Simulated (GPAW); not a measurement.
**zinc-blende (ZnSe)₁₋ₓ(CdSe)ₓ at x = 0.25: the Se K absorption edge**

What does the Se K edge look like in zinc-blende (ZnSe)₁₋ₓ(CdSe)ₓ at x = 0.25?

Main program and level: GPAW 26.7.0; X-ray absorption from dipole matrix elements to empty bands, plane-wave PAW LDA.

## Step 1: Starting point

The cell holds 16 atoms: 6 Zn, 8 Se and 2 Cd. Cell: a = 8.151 Å, b = 8.151 Å, c = 8.151 Å, α = 60.0°, β = 60.0°, γ = 60.0°. 16-atom zinc-blende cell, 2 of 8 Zn sites taken by Cd at random, lattice constants typed for the ends and interpolated (Vegard).

## Step 2: Relaxation

Bond lengths around the absorber set the edge shape, so the atoms are relaxed before any spectrum.

File relax.py:

```python
import numpy as np
from ase import Atoms
from ase.parallel import parprint, paropen
from gpaw import GPAW, PW, FermiDirac, Mixer, MixerDif, setup_paths
from ase.optimize import BFGS

atoms = Atoms('ZnSeZnSeZnSeZnSeZnSeZnSeCdSeCdSe',
    cell=[[0, 5.7635, 5.7635],
     [5.7635, 0, 5.7635],
     [5.7635, 5.7635, 0]],
    scaled_positions=[[0.001668, 0.999311, 0.001503],
     [0.125934, 0.123497, 0.127184],
     [0.999173, 0.000936, 0.50021],
     [0.127516, 0.12635, 0.626005],
     [0.999808, 0.498178, 0.99858],
     [0.126458, 0.624329, 0.125655],
     [0.002374, 0.497919, 0.500302],
     [0.126855, 0.624473, 0.625087],
     [0.503838, 0.000553, 0.000235],
     [0.622717, 0.124558, 0.126125],
     [0.500142, 0.995895, 0.500125],
     [0.629472, 0.124236, 0.621515],
     [0.502658, 0.493452, 0.999354],
     [0.624668, 0.624548, 0.123399],
     [0.499437, 0.499168, 0.500043],
     [0.627651, 0.625136, 0.623341]],
    pbc=True)
atoms.calc = GPAW(legacy_gpaw=True, mode=PW(400, force_complex_dtype=True), xc='LDA', setups={},
    kpts={'size': (3, 3, 3), 'gamma': True}, occupations=FermiDirac(0.08),
    charge=0, mixer=Mixer(0.1, 5, 50), maxiter=150,
    convergence={'density': 0.0001, 'eigenstates': 1e-6}, txt='relax.txt')
steps = []
opt = BFGS(atoms, logfile='-')
opt.attach(lambda: steps.append([atoms.get_potential_energy(), float(np.linalg.norm(atoms.get_forces(), axis=1).max())]))
done = opt.run(fmax=0.05, steps=30)
out = dict(done=bool(done), steps=steps, frac=atoms.get_scaled_positions().tolist())
import json
with paropen('out.json', 'w') as f:
    json.dump(out, f)
```

Command:

```
OMP_NUM_THREADS=1 mpirun -n 4 gpaw python relax.py
```

Numbers of over 12 decimals in the logs are rounded to 6 here.

The program printed:

```text
Input parameters:
  convergence: {density: 0.0001,
                eigenstates: 1e-06}
  kpts: {gamma: True,
         size: (3, 3, 3)}
  maxiter: 150
  mixer: {backend: pulay,
          beta: 0.1,
          method: separate,
          nmaxold: 5,
          weight: 50}
  mode: {ecut: 400.0,
         force_complex_dtype: True,
         name: pw}
  occupations: {fixmagmom: False,
                name: fermi-dirac,
[...]
14 Cd   -0.00115   -0.00305   -0.02138
 15 Se    0.01353   -0.00864   -0.04314
Step     Time          Energy          fmax
BFGS:    0 02:03:59      -57.265988        1.565604
BFGS:    1 02:04:36      -57.419154        1.219921
BFGS:    2 02:05:22      -57.747754        0.187123
BFGS:    3 02:05:54      -57.753435        0.140306
BFGS:    4 02:06:17      -57.755565        0.104038
BFGS:    5 02:06:54      -57.758205        0.078585
BFGS:    6 02:07:17      -57.759283        0.046027
[key lines of the parts left out:]
Converged after 5 iterations.
Dipole moment: (-31.381382, -31.916967, -34.574783) |e|*Ang
Free energy:    -57.759283
Fermi level: 4.02702
```

Elapsed: 4.4 min, on 4 MPI ranks of Arm Neoverse V2, shared host; peak memory 0.38 GiB.

In 6 steps the energy fell by 493 meV (energies extrapolated to zero smearing) and the largest force to 0.046 eV/Å. Atom 14 (Se; the text counts from 1, the script from 0) is among those that moved most, by 0.14 Å.

## Step 3: The field without a hole

The ground state comes first: it tells whether the system has a gap, which decides how the excited electron is treated.

File scf.py:

```python
import numpy as np
from ase import Atoms
from ase.parallel import parprint, paropen
from gpaw import GPAW, PW, FermiDirac, Mixer, MixerDif, setup_paths
from gpaw.test import gen
setup_paths.insert(0, '.')
gen('Se', name='nch1s', xcname='LDA', corehole=(1, 0, 0), write_xml=True)
from gpaw.mpi import world
world.barrier()

atoms = Atoms('ZnSeZnSeZnSeZnSeZnSeZnSeCdSeCdSe',
    cell=[[0, 5.7635, 5.7635],
     [5.7635, 0, 5.7635],
     [5.7635, 5.7635, 0]],
    scaled_positions=[[0.0017035, 0.998953, 0.0014179],
     [0.1271767, 0.124437, 0.1251664],
     [0.0013149, 0.0003193, 0.5004117],
     [0.1263438, 0.1245175, 0.6260092],
     [0.0006432, 0.4985482, 0.0000014],
     [0.1093302, 0.6289401, 0.1304262],
     [0.0032664, 0.498902, 0.499307],
     [0.1093491, 0.6301685, 0.6307277],
     [0.5019575, 0.0000979, 0.9985285],
     [0.6319147, 0.1060288, 0.1315342],
     [0.5001126, 0.9985827, 0.5007443],
     [0.6312906, 0.1075389, 0.6299624],
     [0.4999254, 0.4964452, 0.0000393],
     [0.6370214, 0.6360199, 0.1119],
     [0.5000019, 0.4981989, 0.5000353],
     [0.63919, 0.634872, 0.6122475]],
    pbc=True)
atoms.calc = calc = GPAW(legacy_gpaw=True, mode=PW(400, force_complex_dtype=True), xc='LDA', setups={5: 'nch1s'},
    kpts={'size': (3, 3, 3), 'gamma': True}, occupations=FermiDirac(0.05),
    charge=0, mixer=Mixer(0.1, 5, 50), maxiter=150,
    convergence={'density': 0.0001, 'eigenstates': 1e-6}, txt='scf.txt')
energy = atoms.get_potential_energy() + calc.get_reference_energy()
ef = calc.get_fermi_level()
out = dict(energy=energy, fermi=ef, forces=atoms.get_forces().tolist())
parprint(f'all-electron energy {energy:.4f} eV, Fermi level {ef:.4f} eV')
ev = np.array([[calc.get_eigenvalues(k, s) for k in range(len(calc.get_ibz_k_points()))] for s in range(calc.get_number_of_spins())])
out['homo'], out['lumo'], out['counts'] = ev[ev < ef].max(), ev[ev > ef].min(), sorted(set((ev < ef).sum((0, 2)).tolist()))
out['filled'] = (ev[:, 0] < ef).sum(1).tolist()
import json
with paropen('out.json', 'w') as f:
    json.dump(out, f)
```

Command:

```
OMP_NUM_THREADS=1 mpirun -n 4 gpaw python scf.py
```

The program printed:

```text
Input parameters:
  convergence: {density: 0.0001,
                eigenstates: 1e-06}
  kpts: {gamma: True,
         size: (3, 3, 3)}
  maxiter: 150
  mixer: {backend: pulay,
          beta: 0.1,
          method: separate,
          nmaxold: 5,
          weight: 50}
  mode: {ecut: 400.0,
         force_complex_dtype: True,
         name: pw}
  occupations: {fixmagmom: False,
                name: fermi-dirac,
                width: 0.05}
  setups: {5: nch1s}

Initialize ...

[... PAW data sets ...]

Reference energy: -1124936.732644  # eV

Spin-paired calculation

[... convergence settings ...]
Symmetries present (total): 1
  [... symmetry matrices ...]

27 k-points: 3 x 3 x 3 Monkhorst-Pack grid
14 k-points in the irreducible part of the Brillouin zone
       k-points in crystal coordinates                weights
   0:     0.00000000    0.00000000    0.00000000          1/27
   1:     0.00000000    0.00000000    0.33333333          2/27
   2:     0.00000000    0.33333333   -0.33333333          2/27
   3:     0.00000000    0.33333333    0.00000000          2/27
   4:     0.00000000    0.33333333    0.33333333          2/27
   5:     0.33333333   -0.33333333   -0.33333333          2/27
   6:     0.33333333   -0.33333333    0.00000000          2/27
   7:     0.33333333   -0.33333333    0.33333333          2/27
   8:     0.33333333    0.00000000   -0.33333333          2/27
   9:     0.33333333    0.00000000    0.00000000          2/27
          ...
  13:     0.33333333    0.33333333    0.33333333          2/27

Wave functions: Plane wave expansion
  Cutoff energy: 400.000 eV
  Number of coefficients (min, max): 6879, 6975
  Pulay-stress correction: 0.000000 eV/Ang^3 (de/decut=0.000000)
  Using FFTW library
  Wavefunction extrapolation:
    Improved wavefunction reuse through dual PAW basis

Occupation numbers: Fermi-Dirac:
  width: 0.0500  # eV

Eigensolver
   Davidson(niter=2)

Densities:
  Coarse grid: 40*40*40 grid
  Fine grid: 80*80*80 grid
  Total Charge: 0.000000

Density mixing:
  Method: separate
  Backend: pulay
  Linear mixing parameter: 0.1
  old densities: 5
  Width of damping distribution: 1.1
  Damping of long wavelength oscillations: 50

[... Hamiltonian set-up ...]
Number of atoms: 16
Number of atomic orbitals: 104
Number of bands in calculation: 91
Number of valence electrons: 144
Bands to converge: occupied

... initialized

Initializing position-dependent things.

Density initialized from atomic densities
Creating initial wave functions:
  91 bands from LCAO basis set

                          Se Zn

                 Se
                      Cd
                   Se
             Cd         Zn
          Se             Se
                  Zn
                Se
                    Zn
                 Se
        Se Zn
             Zn

Atomic positions and initial magnetic moments

Positions:
   0 Zn     5.765638    0.017990    5.767284    ( 0.0000,  0.0000,  0.0000)
   1 Se     1.438589    1.454379    1.450176    ( 0.0000,  0.0000,  0.0000)
   2 Zn     2.885963    2.891701    0.009419    ( 0.0000,  0.0000,  0.0000)
   3 Se     4.325661    4.336187    1.445839    ( 0.0000,  0.0000,  0.0000)
   4 Zn     2.873391    0.003715    2.877090    ( 0.0000,  0.0000,  0.0000)
   5 Se     4.376608    1.381836    4.255021    ( 0.0000,  0.0000,  0.0000)
   6 Zn     5.753178    2.896582    2.894248    ( 0.0000,  0.0000,  0.0000)
[...]
13 Se     4.310636    4.316408    7.337174    ( 0.0000,  0.0000,  0.0000)
  14 Cd     5.753323    5.763714    5.753130    ( 0.0000,  0.0000,  0.0000)
  15 Se     7.187773    7.212660    7.343056    ( 0.0000,  0.0000,  0.0000)

Unit cell:
           periodic     x           y           z      points  spacing
  1. axis:    yes    0.000000    5.763500    5.763500    40     0.1664
  2. axis:    yes    5.763500    0.000000    5.763500    40     0.1664
  3. axis:    yes    5.763500    5.763500    0.000000    40     0.1664

  Lengths:   8.150820   8.150820   8.150820
  Angles:   60.000000  60.000000  60.000000

Effective grid spacing dv^(1/3) = 0.1815

iter:   1   -59.151587
iter:   2   -59.013555   -0.54  -1.24
iter:   3   -57.832729   -1.31  -1.30
iter:   4   -57.894535   -2.00  -1.61
iter:   5   -57.903864c  -1.90  -1.70
iter:   6   -57.793399   -3.19  -2.26
iter:   7   -57.761684   -2.54  -2.57
iter:   8   -57.759469c  -3.99  -3.16
iter:   9   -57.759110c  -4.92  -3.32
iter:  10   -57.759108c  -5.06  -3.45
iter:  11   -57.759100c  -5.29  -3.78
iter:  12   -57.759046c  -5.40  -3.91
iter:  13   -57.759040c  -6.74c -4.07c

Converged after 13 iterations.

Dipole moment: (-31.383119, -31.918870, -34.577325) |e|*Ang

Energy contributions relative to reference atoms: (reference = -1124936.732644)

Kinetic:        +97.718103
Potential:      -84.975944
External:        +0.000000
XC:             -70.307326
Entropy (-ST):   -0.000054
Local:           -0.193847
SIC:             +0.000000
--------------------------
Free energy:    -57.759067
Extrapolated:   -57.759040

Showing only first 2 kpts
 Kpt  Band  Eigenvalues  Occupancy
  0    70      3.56242    1.99969
  0    71      3.62054    1.99900
  0    72      4.35499    0.00166
  0    73      5.76354    0.00000

  1    70      3.33863    2.00000
  1    71      3.35239    2.00000
  1    72      5.70686    0.00000
  1    73      5.93273    0.00000

Fermi level: 4.00035

Gap: 0.734 eV
Transition (v -> c):
  (s=0, k=0, n=71, [0.00, 0.00, 0.00]) -> (s=0, k=0, n=72, [0.00, 0.00, 0.00])
No difference between direct/indirect transitions

Forces in eV/Ang:
  0 Zn   -0.01147   -0.00317    0.01600
  1 Se   -0.00123   -0.00701   -0.00966
  2 Zn   -0.01150   -0.00438    0.00859
  3 Se   -0.00973   -0.00740   -0.00565
  4 Zn   -0.02169    0.02949    0.01382
  5 Se   -0.00084    0.00991    0.02124
  6 Zn   -0.02364    0.01953   -0.00357
[...]
13 Se    0.00003    0.01103   -0.03285
 14 Cd   -0.00076   -0.00342   -0.01772
 15 Se    0.01193   -0.00703   -0.03588
Scalar-relativistic atomic LDA calculation for Se (Selenium, Z=34)
Core hole in 1s state (1s occupation: 2.0)
600 radial gridpoints.
|------------------------------------------------|
|------------------------------------------------|
[... the atom generator's iteration count ...]

Energy contributions:
-------------------------
Kinetic:    +2473.673807
XC:           -84.568572
Potential:  -4815.191637
-------------------------
Total:      -2426.086403

state      eigenvalue         ekin         rmax
-----------------------------------------------
1s^2.0 :  -458.454063   585.610500        0.029
2s^2.0 :   -58.944272   113.958427        0.165
2p^6.0 :   -51.926385   111.024402        0.132
3s^2.0 :    -7.811225    26.858720        0.503
3p^6.0 :    -5.612216    24.321149        0.500
3d^10.0:    -1.962010    19.216000        0.451
4s^2.0 :    -0.642093     3.714776        1.502
4p^4.0 :    -0.244602     2.288913        1.798
-----------------------------------------------
(units: Bohr and Hartree)

Generating PAW setup
Kinetic energy of the core from tauc = 2487.595922
Cutoffs:
rc(s)=1.600
rc(p)=1.900
rc(d)=1.600
rc(vbar)=1.440
rc(comp)=1.600
rc(nct)=1.900

Kinetic energy of the core states: 2457.088603
Charge: 0.0
Core electrons: 28.0
Valence electrons: 6.0
Pseudo-core charge: 1.089569
Shape function alpha=3.906
Pseudo-electron charge 7.390631
state    eigenvalue         norm
--------------------------------
4s(2) :    -0.642093     1.095786
*s    :     0.357907
4p(4) :    -0.244602     1.027373
*p    :     0.755398
*d    :     0.000000
--------------------------------

Diagonalizing with gridspacing h=0.050

state   all-electron     PAW
-------------------------------
4s:      -0.642093    -0.642657
4p:      -0.244602    -0.244988
*d:                    0.040490
*f:                    0.073581
-------------------------------
all-electron energy -1124994.4917 eV, Fermi level 4.0003 eV
```

Wall time 65 s (4 MPI ranks); peak memory 0.38 GiB.

The mesh shows a gap of 0.73 eV. The excited electron is kept all the same, so that all members of the series, with or without a gap, are treated alike.

## Step 4: Reference energy of the cell

The photon energy needs a difference of total energies, so the cell and mesh of the coming hole run are first run without a hole.

scf.py: that of step 3 with these lines changed.

```diff
@@ -32,3 +32,3 @@
 atoms.calc = calc = GPAW(legacy_gpaw=True, mode=PW(400, force_complex_dtype=True), xc='LDA', setups={5: 'nch1s'},
-    kpts={'size': (3, 3, 3), 'gamma': True}, occupations=FermiDirac(0.05),
+    kpts={'size': (3, 3, 3), 'gamma': True}, occupations=FermiDirac(0.02),
     charge=0, mixer=Mixer(0.1, 5, 50), maxiter=150,
```

The program printed:

```text
Input parameters:
  convergence: {density: 0.0001,
                eigenstates: 1e-06}
  kpts: {gamma: True,
         size: (3, 3, 3)}
  maxiter: 150
  mixer: {backend: pulay,
          beta: 0.1,
          method: separate,
          nmaxold: 5,
          weight: 50}
  mode: {ecut: 400.0,
         force_complex_dtype: True,
         name: pw}
  occupations: {fixmagmom: False,
                name: fermi-dirac,
[...]
4s(2) :    -0.642093     1.095786
*s    :     0.357907
4p(4) :    -0.244602     1.027373
*p    :     0.755398
*d    :     0.000000
--------------------------------

Diagonalizing with gridspacing h=0.050

state   all-electron     PAW
-------------------------------
4s:      -0.642093    -0.642657
4p:      -0.244602    -0.244988
*d:                    0.040490
*f:                    0.073581
-------------------------------
all-electron energy -1124994.4917 eV, Fermi level 3.9899 eV
[key lines of the parts left out:]
Converged after 13 iterations.
Dipole moment: (-31.383142, -31.918894, -34.577345) |e|*Ang
Free energy:    -57.759061
Fermi level: 3.98992
```

Elapsed: 65 s, on 4 MPI ranks; peak memory 0.38 GiB.

Reference energy: -1124994.492 eV with the cores included.

[end of part 1 of 3]

[Banner, clock and machine lines of the logs are left out without a mark of their own.]

[Logs are printed without paths, hosts, clocks, repeated set-up lines and the standing remarks that a program may print on its own settings, such as how far it seeks lower states.]

[Hosts, paths, dates, database ids (printed as entryN), source tags and the programs' standing remarks are cut or masked in the printed files.]

[Lists of maxima count a maximum above −3 eV only where it reaches 4 % of the highest in the window and stands out from its surroundings by 2 % of it (1.5 % where it reaches 55 %); shoulders and weaker maxima are passed over, and of the rest the first, up to two pre-edge ones and the few strongest are named.]
